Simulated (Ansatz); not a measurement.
## YbPd (Pm-3m): from the cell to its phonons

How does YbPd (Pm-3m) vibrate, and is this structure a minimum?

Calculated with Ansatz 0.2.0; DFT PBEsol, scalar-relativistic, plane waves, PAW.

## Step 1: Starting point

Symmetry: Pm-3m, No. 221, cubic system. The conventional cell has a = 3.447 Å, b = 3.447 Å, c = 3.447 Å, α = 90.00°, β = 90.00°, γ = 90.00°. Nearest to Yb lie 8 Pd at 2.99 Å. Pd has 8 Yb at 2.99 Å nearest. Farther neighbours are not listed.

## Step 2: Bringing the structure to rest

Harmonic phonons are second derivatives at a point where the forces vanish, and they are wanted at zero stress, so atoms and cell are relaxed first.

input.yaml

```yaml
crystal:
  lattice:
    - [3.447, 0.0, 0.0]
    - [0.0, 3.447, 0.0]
    - [0.0, 0.0, 3.447]
  atoms:
    - { symbol: Yb, position: [0.5, 0.5, 0.5] }
    - { symbol: Pd, position: [0.0, 0.0, 0.0] }
kpoints:
  mp_grid: { grid: [10, 10, 10] }
hamiltonian:
  xc: pbesol
scf:
  occupations: { method: gaussian, width: 0.1 }
output:
  forces: true
  stress: true
  eigenvalues: true
  write_density: true
  write_potential: true
  elf: true
  volumetric_format: npy
relax:
  adjacent_minimum: "off"
  f_tol: 0.005
  max_steps: 80
  cell: { stress_tol: 0.05 }
```

Launch:

```
ansatz run input.yaml --threads 8 --pin off --max-ram 14336MiB --backend cpu --events-out ev --progress --plain --runs-dir out
```

Numbers of over 12 decimals in the logs are rounded to 6 here.

Output:

```text
Engine: ansatz 0.2.0, aarch64-unknown-linux-gnu
Pseudopotentials: kind: paw
Pseudopotential: Yb, paw, valence charge 24, recommended cutoff 420 eV (normal), Yb.paw.azcp
Pseudopotential: Pd, paw, valence charge 18, recommended cutoff 420 eV (normal), Pd.paw.azcp
Functional definition: PBEsol
  exchange = pbesol_x
  correlation = pbesol_c
Crystal: 2 atoms, lattice volume = 40.957 Å³
Basis set: ecut = 420 eV, 799 PW (Γ), exchange–correlation on 48×48×48 points (8 copies of the dense FFT grid, shifted against one another)
Bands: 26, of which v1, the nominal top of the filled ones, is band 21 counted from 1 (20 counted from 0)
Symmetry: 48 space group operations
Space group: Pm-3m (ITA 221), of the structure as read, at distance tolerance 3.4e-5 Å
k-points: 56 of 1000
Non-local potential: Yb, projectors of the file, l = 0: 3, l = 1: 2, l = 2: 2, l = 3: 3
Non-local potential: Pd, projectors of the file, l = 0: 2, l = 1: 2, l = 2: 2, l = 3: 1
PAW form: soft (Blöchl's): semilocal exchange-correlation on the pseudo side does not see the compensation charge
PAW frozen core: Yb, regenerated for the run's functional, and the local potential with it (the file was generated under x = pbe(κ = 0.804, μ = 0.219515), c = pbe(β = 0.066725))
PAW frozen core: Pd, regenerated for the run's functional, and the local potential with it (the file was generated under x = pbe(κ = 0.804, μ = 0.219515), c = pbe(β = 0.066725))
PAW one-centre angular grid: Yb, 590 points (default); XC on 64 Gauss nodes
PAW one-centre angular grid: Pd, 590 points (default); XC on 64 Gauss nodes
Initial density: superposition of atomic densities (neutral atoms: chi_scale 0, normalization atom), corrected by the library's trained network
Initial wavefunctions: pseudopotential atomic-orbital guess
Functional: x = pbesol(κ = 0.804, μ = 0.123457), c = pbesol(β = 0.046)
SCF iter   1: F=—  HF=-20584.681116 eV  |F-HF|=—  |Δ(HF+E_count)|=         —  Δρ=2.84e-2  dr2=4.02e-1  ethr=1.77e-3  ⟨swp⟩=5.8  Hψ=6453  notcnv=0
preconditioner: auto → Kerker (q_TF=auto, 2.740 Å⁻¹)  [metal: Δε(μ)=0.021 eV  Ē_g=9.300 eV  σ=0.100 eV  W_gap=0.12  n_scr=18 (ndim 8)  ℏωp=32.8 eV  f_vac=0.000  D(μ)=2.84/eV (n_scr^D=26)]
SCF iter   2: F=—  HF=-20584.655294 eV  |F-HF|=—  |Δ(HF+E_count)|=   2.58e-2  Δρ=1.12e-2  dr2=6.84e-2  ethr=9.57e-4  ⟨swp⟩=1.8  Hψ=2369  notcnv=0
SCF iter   3: F=—  HF=-20584.648454 eV  |F-HF|=—  |Δ(HF+E_count)|=   6.84e-3  Δρ=2.65e-3  dr2=4.77e-3  ethr=1.63e-4  ⟨swp⟩=1.6  Hψ=1589  notcnv=0  defer=8
SCF iter   4: F=—  HF=-20584.648092 eV  |F-HF|=—  |Δ(HF+E_count)|=   3.63e-4  Δρ=5.52e-4  dr2=1.67e-4  ethr=1.14e-5  ⟨swp⟩=2.3  Hψ=2105  notcnv=0  defer=8
SCF iter   5: F=—  HF=-20584.648107 eV  |F-HF|=—  |Δ(HF+E_count)|=   1.57e-5  Δρ=2.34e-4  dr2=3.45e-5  ethr=3.98e-7  ⟨swp⟩=2.4  Hψ=2614  notcnv=0  defer=8
SCF iter   6: F=—  HF=-20584.648126 eV  |F-HF|=—  |Δ(HF+E_count)|=   1.90e-5  Δρ=5.40e-5  dr2=1.26e-6  ethr=8.22e-8  ⟨swp⟩=2.0  Hψ=2257  notcnv=0  defer=8
SCF iter   7: F=—  HF=-20584.648126 eV  |F-HF|=—  |Δ(HF+E_count)|=   3.44e-7  Δρ=2.40e-5  dr2=2.25e-7  ethr=3.00e-9  ⟨swp⟩=2.1  Hψ=2355  notcnv=0  defer=8
SCF iter   8: F=-20584.648126 eV  HF=-20584.648126 eV  |F-HF|=2.06e-8  |Δ(HF+E_count)|=   1.04e-7  Δρ=6.99e-6  dr2=1.55e-8  ethr=2.38e-10  ⟨swp⟩=13.7  Hψ=12465  notcnv=0
SCF 1 converged in 8 iterations: F = -20584.648126 eV  dr2 = 1.55e-8
  Residual-converged pass: ⟨swp⟩=1.0  Hψ=1682  notcnv=0  max |occ|·‖R‖ = 7.1e-9 eV (tolerance 1.0e-8 eV)  dr2=1.55e-8  dr2_onsite=2.96e-8  max |Δocc| = 2.2e-11
  greatest PAW one-centre occupation: 0.999 electrons in one spin orbital (limit 2), on the Pd atom at site 1 (counted from 0), in its partial waves of l = 0
relax step   1: F+E_penalty+E_count = -20584.64812571 eV  Δ(F+E_penalty+E_count) = +0.000e0 eV  max|allowed force component| = 4.996e-30 eV/Å  Δτ_max = 0.0000 Å  P = -1.318 GPa  Ω = 40.957 Å³  (8 SCF iters, dr2 threshold 1.00e-7 eV, accepted)
Crystal: 2 atoms, lattice volume = 39.786 Å³
Basis set: ecut = 420 eV, 751 PW (Γ), exchange–correlation on 48×48×48 points (8 copies of the dense FFT grid, shifted against one another)
Initial density: handed on by an earlier stage of this run
Initial wavefunctions: those handed on with the density
iter 1 solved again at ethr=6.06e-5 eV; its pass at ethr=3.10e-3 eV (dr2=2.54e-2 eV) is discarded
SCF iter   1: F=—  HF=-20584.654507 eV  |F-HF|=—  |Δ(HF+E_count)|=         —  Δρ=6.66e-3  dr2=2.34e-2  ethr=6.06e-5  ⟨swp⟩=1.9  Hψ=8010  notcnv=0
preconditioner: auto → Kerker (q_TF=auto, 2.753 Å⁻¹)  [metal: Δε(μ)=0.014 eV  Ē_g=9.348 eV  σ=0.100 eV  W_gap=0.08  n_scr=18 (ndim 8)  ℏωp=33.3 eV  f_vac=0.000  D(μ)=5.08/eV (n_scr^D=80)]
SCF iter   2: F=—  HF=-20584.650646 eV  |F-HF|=—  |Δ(HF+E_count)|=   3.86e-3  Δρ=3.09e-3  dr2=5.50e-3  ethr=5.57e-5  ⟨swp⟩=1.6  Hψ=1699  notcnv=0
SCF iter   3: F=—  HF=-20584.649712 eV  |F-HF|=—  |Δ(HF+E_count)|=   9.34e-4  Δρ=7.48e-4  dr2=1.47e-4  ethr=1.31e-5  ⟨swp⟩=2.1  Hψ=1942  notcnv=0
SCF iter   4: F=—  HF=-20584.649721 eV  |F-HF|=—  |Δ(HF+E_count)|=   9.46e-6  Δρ=3.29e-4  dr2=5.37e-5  ethr=3.50e-7  ⟨swp⟩=2.1  Hψ=2626  notcnv=0
SCF iter   5: F=—  HF=-20584.649714 eV  |F-HF|=—  |Δ(HF+E_count)|=   7.53e-6  Δρ=7.78e-5  dr2=1.64e-6  ethr=1.28e-7  ⟨swp⟩=2.0  Hψ=2012  notcnv=0
SCF iter   6: F=—  HF=-20584.649713 eV  |F-HF|=—  |Δ(HF+E_count)|=   6.97e-7  Δρ=2.14e-5  dr2=2.27e-7  ethr=4.76e-10  ⟨swp⟩=12.8  Hψ=15052  notcnv=0
SCF iter   7: F=-20584.649713 eV  HF=-20584.649713 eV  |F-HF|=5.08e-8  |Δ(HF+E_count)|=   1.33e-7  Δρ=1.24e-5  dr2=4.84e-8  ethr=4.76e-10  ⟨swp⟩=8.7  Hψ=10067  notcnv=0
SCF 2 converged in 7 iterations: F = -20584.649713 eV  dr2 = 4.84e-8
relax step   2: F+E_penalty+E_count = -20584.64971324 eV  Δ(F+E_penalty+E_count) = -1.588e-3 eV  max|allowed force component| = 1.749e-29 eV/Å  Δτ_max = 0.0000 Å  P = +1.033 GPa  Ω = 39.786 Å³  energy of the carried Pulay correction = +3.045e-4 eV  (7 SCF iters, dr2 threshold 2.00e-7 eV, accepted)
Crystal: 2 atoms, lattice volume = 40.292 Å³
iter 1 solved again at ethr=9.04e-6 eV; its pass at ethr=3.10e-3 eV (dr2=3.80e-3 eV) is discarded
SCF iter   1: F=—  HF=-20584.652034 eV  |F-HF|=—  |Δ(HF+E_count)|=         —  Δρ=2.89e-3  dr2=4.42e-3  ethr=9.04e-6  ⟨swp⟩=2.0  Hψ=7205  notcnv=0
preconditioner: auto → Kerker (q_TF=auto, 2.747 Å⁻¹)  [metal: Δε(μ)=0.028 eV  Ē_g=9.364 eV  σ=0.100 eV  W_gap=0.16  n_scr=18 (ndim 8)  ℏωp=33.1 eV  f_vac=0.000  D(μ)=5.09/eV (n_scr^D=80)]
SCF iter   2: F=—  HF=-20584.651299 eV  |F-HF|=—  |Δ(HF+E_count)|=   7.36e-4  Δρ=1.38e-3  dr2=1.08e-3  ethr=9.04e-6  ⟨swp⟩=1.2  Hψ=1467  notcnv=0
SCF iter   3: F=—  HF=-20584.651122 eV  |F-HF|=—  |Δ(HF+E_count)|=   1.77e-4  Δρ=3.49e-4  dr2=2.81e-5  ethr=2.56e-6  ⟨swp⟩=2.0  Hψ=1865  notcnv=0
SCF iter   4: F=—  HF=-20584.651144 eV  |F-HF|=—  |Δ(HF+E_count)|=   2.19e-5  Δρ=2.26e-4  dr2=2.37e-5  ethr=6.70e-8  ⟨swp⟩=2.2  Hψ=2657  notcnv=0
SCF iter   5: F=—  HF=-20584.651140 eV  |F-HF|=—  |Δ(HF+E_count)|=   4.30e-6  Δρ=2.13e-5  dr2=3.20e-7  ethr=5.64e-8  ⟨swp⟩=2.0  Hψ=1947  notcnv=0
SCF iter   6: F=-20584.651139 eV  HF=-20584.651139 eV  |F-HF|=2.71e-7  |Δ(HF+E_count)|=   1.54e-7  Δρ=1.77e-5  dr2=1.94e-7  ethr=4.76e-10  ⟨swp⟩=11.8  Hψ=13634  notcnv=0
SCF 3 converged in 6 iterations: F = -20584.651139 eV  dr2 = 1.94e-7
  Residual-converged pass: ⟨swp⟩=1.1  Hψ=1684  notcnv=0  max |occ|·‖R‖ = 7.1e-9 eV (tolerance 1.0e-8 eV)  dr2=1.94e-7  dr2_onsite=1.17e-7  max |Δocc| = 5.4e-11
relax step   3: F+E_penalty+E_count = -20584.65113921 eV  Δ(F+E_penalty+E_count) = -1.426e-3 eV  max|allowed force component| = 9.335e-30 eV/Å  Δτ_max = 0.0000 Å  P = -0.032 GPa  Ω = 40.292 Å³  energy of the carried Pulay correction = +1.718e-4 eV  (6 SCF iters, dr2 threshold 2.00e-7 eV, accepted)
Initial wavefunctions: pseudopotential atomic-orbital guess (no wavefunctions were taken with the density)
iter 1 solved again at ethr=5.80e-8 eV; its pass at ethr=3.10e-3 eV (dr2=2.44e-5 eV) is discarded
SCF iter   1: F=—  HF=-20584.650934 eV  |F-HF|=—  |Δ(HF+E_count)|=         —  Δρ=3.00e-5  dr2=2.49e-7  ethr=5.80e-8  ⟨swp⟩=4.6  Hψ=11817  notcnv=0
preconditioner: auto → Kerker (q_TF=auto, 2.747 Å⁻¹)  [metal: Δε(μ)=0.033 eV  Ē_g=9.348 eV  σ=0.100 eV  W_gap=0.19  n_scr=18 (ndim 8)  ℏωp=33.1 eV  f_vac=0.000  D(μ)=5.12/eV (n_scr^D=80)]
SCF iter   2: F=—  HF=-20584.650956 eV  |F-HF|=—  |Δ(HF+E_count)|=   2.28e-5  Δρ=1.63e-5  dr2=8.53e-8  ethr=5.94e-10  ⟨swp⟩=2.4  Hψ=2662  notcnv=0
SCF iter   3: F=—  HF=-20584.650956 eV  |F-HF|=—  |Δ(HF+E_count)|=   1.27e-8  Δρ=3.59e-6  dr2=6.18e-9  ethr=2.03e-10  ⟨swp⟩=2.0  Hψ=1896  notcnv=0
SCF iter   4: F=—  HF=-20584.650956 eV  |F-HF|=—  |Δ(HF+E_count)|=   3.15e-9  Δρ=2.05e-6  dr2=1.21e-9  ethr=1.47e-11  ⟨swp⟩=2.0  Hψ=2609  notcnv=0
SCF iter   5: F=—  HF=-20584.650956 eV  |F-HF|=—  |Δ(HF+E_count)|=  3.82e-10  Δρ=4.71e-7  dr2=1.12e-10  ethr=2.89e-12  ⟨swp⟩=2.0  Hψ=2609  notcnv=0
SCF iter   6: F=-20584.650956 eV  HF=-20584.650956 eV  |F-HF|=7.28e-12  |Δ(HF+E_count)|=  1.46e-11  Δρ=1.73e-7  dr2=1.86e-11  ethr=1.00e-12  ⟨swp⟩=7.3  Hψ=8359  notcnv=0
SCF 4 converged in 6 iterations: F = -20584.650956 eV  dr2 = 1.86e-11
relax step   4: F+E_penalty+E_count = -20584.65095634 eV  Δ(F+E_penalty+E_count) = +1.829e-4 eV  max|allowed force component| = 1.137e-29 eV/Å  Δτ_max = 0.0000 Å  P = -0.030 GPa  Ω = 40.292 Å³  stress off target by 3.02e-2 GPa  SCF on the basis re-selected at this cell (its energy is not comparable with the rows above)  (6 SCF iters)
basis re-selected at this cell: Δ(F+E_penalty+E_count) = +1.829e-4 eV, ΔP = +0.002 GPa vs the last step (what re-selecting the basis moved, of the pressure what is left beyond the Pulay correction that the steps carried, after the strain that the cell walked since its last selection, with what the two solves' SCF thresholds leave and, on support functions, any second-order correction that the steps lacked; it is no m [...]
SCF converged after 6 iterations
Free energy (F): -20584.650956 eV
Harris-Foulkes:  -20584.650956 eV  (|F-HF|=7.28e-12)
Internal energy: -20584.625373 eV  (E = F + TS)
E sigma→0 (E₀):  -20584.638165 eV
Entropy (-TS):   -0.025584 eV (-12.792 meV/atom)
Fermi energy:    16.871035 eV
--- Per-component energies (eV) ---
  E_band       = -41.393391
  E_kinetic    = 878.409976
  E_local      = -7261.834024  (includes V_loc(G=0)·N_el)
  E_nonlocal   = 762.075818
  E_hartree    = 3103.135296
  E_xc         = -333.608915
  E_vxc        = -418.999579  (∫ρ·V_xc dr)
  E_paw        = -10916.259008  (= ΣΔE_a)
  E_vpaw       = -207.316348  (= ΣTr[D̂ρ^β])
  E_aug_tail   = 0.000178  (compensation charges beyond the density's cutoff)
  E_ewald      = -6817.976412
  E_core_change = 1.431718  (= ΣΔE_core)
  E_smearing   = -0.025584  (= −TS)
  E_closure    = 0.000000  (closes the sum)
  Σ components = -20584.650956   (vs F -20584.650956, Δ=0.00e0)
--- Forces (eV/Å), atoms counted from 1 ---
  atom   1  Yb     0.00000000     0.00000000     0.00000000
  atom   2  Pd     0.00000000     0.00000000    -0.00000000
  max |Σ_I F_I| component: 2.35e-29 eV/Å
--- Stress (GPa, compression-positive) ---
       -0.030166       0.000000      -0.000000
        0.000000      -0.030166      -0.000000
       -0.000000      -0.000000      -0.030166
  P = ⅓ Tr σ = -0.0302 GPa (-0.302 kbar)
--- Band table (eV; the first three rows and the last of 56) ---
  k-point 0: bands = [... 17 lower, 16.6348, 16.6348, 16.6348, 16.6720, 19.6662, 19.6662, 24.3480, 24.3480, ... 1 higher]
  k-point 1: bands = [... 17 lower, 16.6225, 16.6457, 16.6457, 16.6831, 19.5653, 19.6512, 23.2025, 23.2025, ... 1 higher]
  k-point 2: bands = [... 17 lower, 16.6397, 16.6763, 16.6763, 16.7134, 19.2933, 19.3719, 22.0295, 22.0295, ... 1 higher]
  k-point 55: bands = [... 17 lower, 16.6234, 16.6234, 16.6234, 16.6940, 16.6940, 16.6940, 21.7320, 25.6287, ... 1 higher]
--- Relaxed structure (3 steps of the walk, 3 accepted, 1 SCFs on fresh bases) ---
  F+E_penalty+E_count = -20584.65095634 eV   max|allowed force component| = 1.137e-29 eV/Å   (the final SCF, on the basis selected at the relaxed cell)
  cell:  # Å, volume = 40.2922 Å³
    - [3.428260, 0, 0]
    - [0, 3.428260, 0.0]
    - [0, 0.0, 3.428260]
  atoms:
    - { symbol: Yb, position: [0.5, 0.5, 0.5] }
    - { symbol: Pd, position: [0, 0, 0] }
```

Elapsed: 8.7 s, on 8 threads of Arm Neoverse N1, shared host; peak memory 0.42 GiB; 31 s of CPU time.

Relaxation path:

```tsv
step	energy less that of the first step (eV)	largest force component (eV/Å)	pressure (GPa)	volume (Å³)
1	0.0000	0.0000	-1.32	40.96
2	-0.0016	0.0000	1.03	39.79
3	-0.0030	0.0000	-0.03	40.29
4*	-0.0028	0.0000	-0.03	40.29
```

Relaxation steps marked * repeat the geometry before them on a plane-wave basis chosen anew for their cell, so energy and pressure can jump there.

Forces are held to the 48 operations that the run works with; a distortion that breaks them can't arise in this run.

```tsv
conventional cell, symmetrised	before	after	change
a (Å)	3.447	3.428	-0.5 %
b (Å)	3.447	3.428	-0.5 %
c (Å)	3.447	3.428	-0.5 %
volume (Å³/atom)	20.48	20.15	-1.6 %
```

Final coordinates:

```
Yb Pd
1.0
     3.42826    0.00000    0.00000
     0.00000    3.42826    0.00000
     0.00000    0.00000    3.42826
Yb Pd
1 1
Direct
  0.50000 0.50000 0.50000
  0.00000 0.00000 0.00000
```

Numbers from this step:

| Item | Value |
| --- | --- |
| pressure | -0.03017 GPa |
| volume per atom | 20.15 Å³ |
| gap on the k-mesh | 0 eV |

Valence density in the ac plane at fractional y = 0.000, with atoms of Pd within 0.2 Å of it. It is the smooth field of the valence electrons, not physical close to the nuclei.

Values in e/Å³, 14 rows by 14 columns, each cell a mean:
```
13 11  7  2  1  0  0  0  0  0  1  3  8 11
 9  7  4  1  0  0  0  0  0  0  1  2  4  8
 4  3  2  1  0  0  0  0  0  0  0  1  2  3
 1  1  1  0  0  0  0  0  0  0  0  0  1  1
 0  0  0  0  0  0  0  0  0  0  0  0  0  0
 0  0  0  0  0  0  0  0  0  0  0  0  0  0
 0  0  0  0  0  0  0  0  0  0  0  0  0  0
 0  0  0  0  0  0  0  0  0  0  0  0  0  0
 0  0  0  0  0  0  0  0  0  0  0  0  0  0
 1  1  0  0  0  0  0  0  0  0  0  0  0  1
 3  2  1  1  0  0  0  0  0  0  0  1  1  2
 8  6  3  1  0  0  0  0  0  0  1  2  4  7
12 10  6  2  1  0  0  0  0  0  1  3  7 11
14 12  8  3  1  0  0  0  0  0  1  4  9 13
```
Columns run along a (3.4 Å), rows up along c (3.4 Å). Atoms in or near the plane, at fractional coordinates: Pd at (0.00, 0.00).

ELF in the ac plane at fractional y = 0.000, with atoms of Pd within 0.2 Å of it. It is the smooth field of the valence electrons, not physical close to the nuclei.

Values, 14 rows by 14 columns, each cell a mean:
```
0.36 0.45 0.52 0.44 0.28 0.24 0.28 0.29 0.27 0.24 0.31 0.47 0.51 0.42
0.49 0.52 0.50 0.38 0.27 0.26 0.29 0.30 0.28 0.26 0.28 0.42 0.51 0.51
0.48 0.47 0.40 0.31 0.27 0.28 0.29 0.29 0.29 0.28 0.27 0.33 0.42 0.47
0.32 0.31 0.28 0.27 0.29 0.28 0.25 0.24 0.26 0.28 0.28 0.27 0.28 0.31
0.23 0.24 0.26 0.28 0.28 0.23 0.18 0.16 0.19 0.24 0.28 0.28 0.26 0.24
0.26 0.27 0.29 0.29 0.24 0.18 0.12 0.11 0.13 0.19 0.26 0.29 0.28 0.27
0.29 0.29 0.30 0.28 0.22 0.15 0.10 0.08 0.11 0.16 0.24 0.29 0.30 0.29
0.27 0.28 0.29 0.28 0.24 0.17 0.12 0.10 0.12 0.18 0.25 0.29 0.29 0.28
0.24 0.25 0.27 0.29 0.27 0.22 0.17 0.15 0.18 0.23 0.28 0.28 0.26 0.24
0.29 0.28 0.26 0.27 0.29 0.27 0.24 0.22 0.24 0.28 0.29 0.27 0.27 0.28
0.45 0.43 0.37 0.29 0.27 0.29 0.28 0.28 0.29 0.28 0.27 0.31 0.38 0.44
0.51 0.52 0.49 0.37 0.26 0.27 0.29 0.30 0.29 0.26 0.28 0.40 0.50 0.52
0.39 0.46 0.52 0.43 0.28 0.25 0.28 0.29 0.27 0.24 0.31 0.47 0.52 0.45
0.28 0.39 0.51 0.45 0.29 0.24 0.27 0.29 0.26 0.23 0.32 0.48 0.49 0.36
```
Columns run along a (3.4 Å), rows up along c (3.4 Å). Atoms in or near the plane, at fractional coordinates: Pd at (0.00, 0.00).

Electrostatic potential energy in the ac plane at fractional y = 0.000, with atoms of Pd within 0.2 Å of it. With pseudopotentials it is smooth inside the atoms' cores, unlike the true potential.

Ten even steps from '_' (-46 eV) to '@' (20 eV), each cell a mean:
```
____::++%%@@@@@@@@@@##==::__
..::==**@@@@@@@@@@@@%%**--::
==++**%%@@@@@@@@@@@@@@%%**==
##%%%%@@@@@@@@@@@@@@@@@@%%##
@@@@@@@@@@@@@@@@@@@@@@@@@@@@
@@@@@@@@@@@@@@@@@@@@@@@@@@@@
@@@@@@@@@@@@@@@@@@@@@@@@@@@@
@@@@@@@@@@@@@@@@@@@@@@@@@@@@
@@@@@@@@@@@@@@@@@@@@@@@@@@@@
%%%%@@@@@@@@@@@@@@@@@@@@@@%%
++++##%%@@@@@@@@@@@@@@%%**++
..::==##@@@@@@@@@@@@%%**==::
____::++%%@@@@@@@@@@%%++::__
____..++%%@@@@@@@@@@##==..__
```
Columns run along a (3.4 Å; values clipped at the 3rd and 97th percentile), rows up along c (3.4 Å). Atoms in or near the plane, at fractional coordinates: Pd at (0.00, 0.00).

In this step the volume went from 20.48 to 20.15 Å³/atom.

## Step 3: Tight relaxation

Phonons need a cell at rest on their own settings, so the relaxation is repeated with tight tolerances on forces and stress, using the mesh and the filling of the phonon run that follows.

input.yaml

```yaml
crystal:
  lattice:
    - [3.4282599515, 0.0, 0.0]
    - [0.0, 3.4282599515, 0.0]
    - [0.0, 0.0, 3.4282599515]
  atoms:
    - { symbol: Yb, position: [0.5, 0.5, 0.5] }
    - { symbol: Pd, position: [0.0, 0.0, 0.0] }
kpoints:
  mp_grid: { grid: [10, 10, 10] }
hamiltonian:
  xc: pbesol
scf:
  occupations: { method: methfessel_paxton, width: 0.15 }
output:
  forces: true
  stress: true
  eigenvalues: true
relax:
  adjacent_minimum: "off"
  f_tol: 0.001
  max_steps: 60
  cell: { stress_tol: 0.01 }
```

Output:

```text
[...]
Crystal: 2 atoms, lattice volume = 40.292 Å³
Basis set: ecut = 420 eV, 751 PW (Γ), exchange–correlation on 48×48×48 points (8 copies of the dense FFT grid, shifted against one another)
Bands: 26, of which v1, the nominal top of the filled ones, is band 21 counted from 1 (20 counted from 0)
Symmetry: 48 space group operations
[...]
k-points: 56 of 1000
[...]
k-point 55: bands = [... 17 lower, 16.7333, 16.7333, 16.7333, 16.8037, 16.8037, 16.8037, 21.8276, 25.7426, ... 1 higher]
--- Relaxed structure (3 steps of the walk, 3 accepted, 1 SCFs on fresh bases) ---
[...]
cell:  # Å, volume = 40.1376 Å³
    - [3.423868, 0, 0]
    - [0, 3.423868, 0]
    - [0.0, 0, 3.423868]
  atoms:
    - { symbol: Yb, position: [0.500000, 0.500000, 0.500000] }
    - { symbol: Pd, position: [0, 0, 0] }
[key lines of the parts left out:]
SCF converged after 8 iterations
Free energy (F): -20584.601637 eV
Fermi energy:    16.929140 eV
P = ⅓ Tr σ = -0.0017 GPa (-0.017 kbar)
```

Elapsed: 8.9 s, on 8 threads; peak memory 0.41 GiB.

The steps of the relaxation:

```tsv
step	energy less that of the first step (eV)	largest force component (eV/Å)	pressure (GPa)	volume (Å³)
1	0.0000	0.0000	-0.31	40.29
2	-0.0001	0.0000	0.25	40.02
3	-0.0002	0.0000	0.00	40.14
4*	-0.0002	0.0000	0.00	40.14
```

Relaxation steps marked * repeat the geometry before them on a plane-wave basis chosen anew for their cell, so energy and pressure can jump there.

Forces are held to the 48 operations that the run works with; a distortion that breaks them can't arise in this run.

```tsv
conventional cell, symmetrised	before	after	change
a (Å)	3.428	3.424	-0.1 %
b (Å)	3.428	3.424	-0.1 %
c (Å)	3.428	3.424	-0.1 %
volume (Å³/atom)	20.15	20.07	-0.4 %
```

The relaxed structure:

```xyz
2
Lattice="3.4239 0.0000 0.0000 0.0000 3.4239 0.0000 0.0000 0.0000 3.4239" Properties=species:S:1:pos:R:3 pbc="T T T"
Yb    1.7119    1.7119    1.7119
Pd    0.0000    0.0000    0.0000
```

Numbers from this step:

```
pressure        : -0.001722 GPa
volume per atom : 20.07 Å³
```

The forces vanish by symmetry and the pressure is -0.002 GPa, within the tolerances set. The cell now holds 20.07 Å³/atom.

(Continued in part 2 of 2.)

[Logs are printed without paths, hosts, clocks, repeated set-up lines and the standing remarks that a program may print on its own settings, such as how far it seeks lower states.]

[Hosts, paths, dates, database ids (printed as entryN), source tags and the programs' standing remarks are cut or masked in the printed files.]
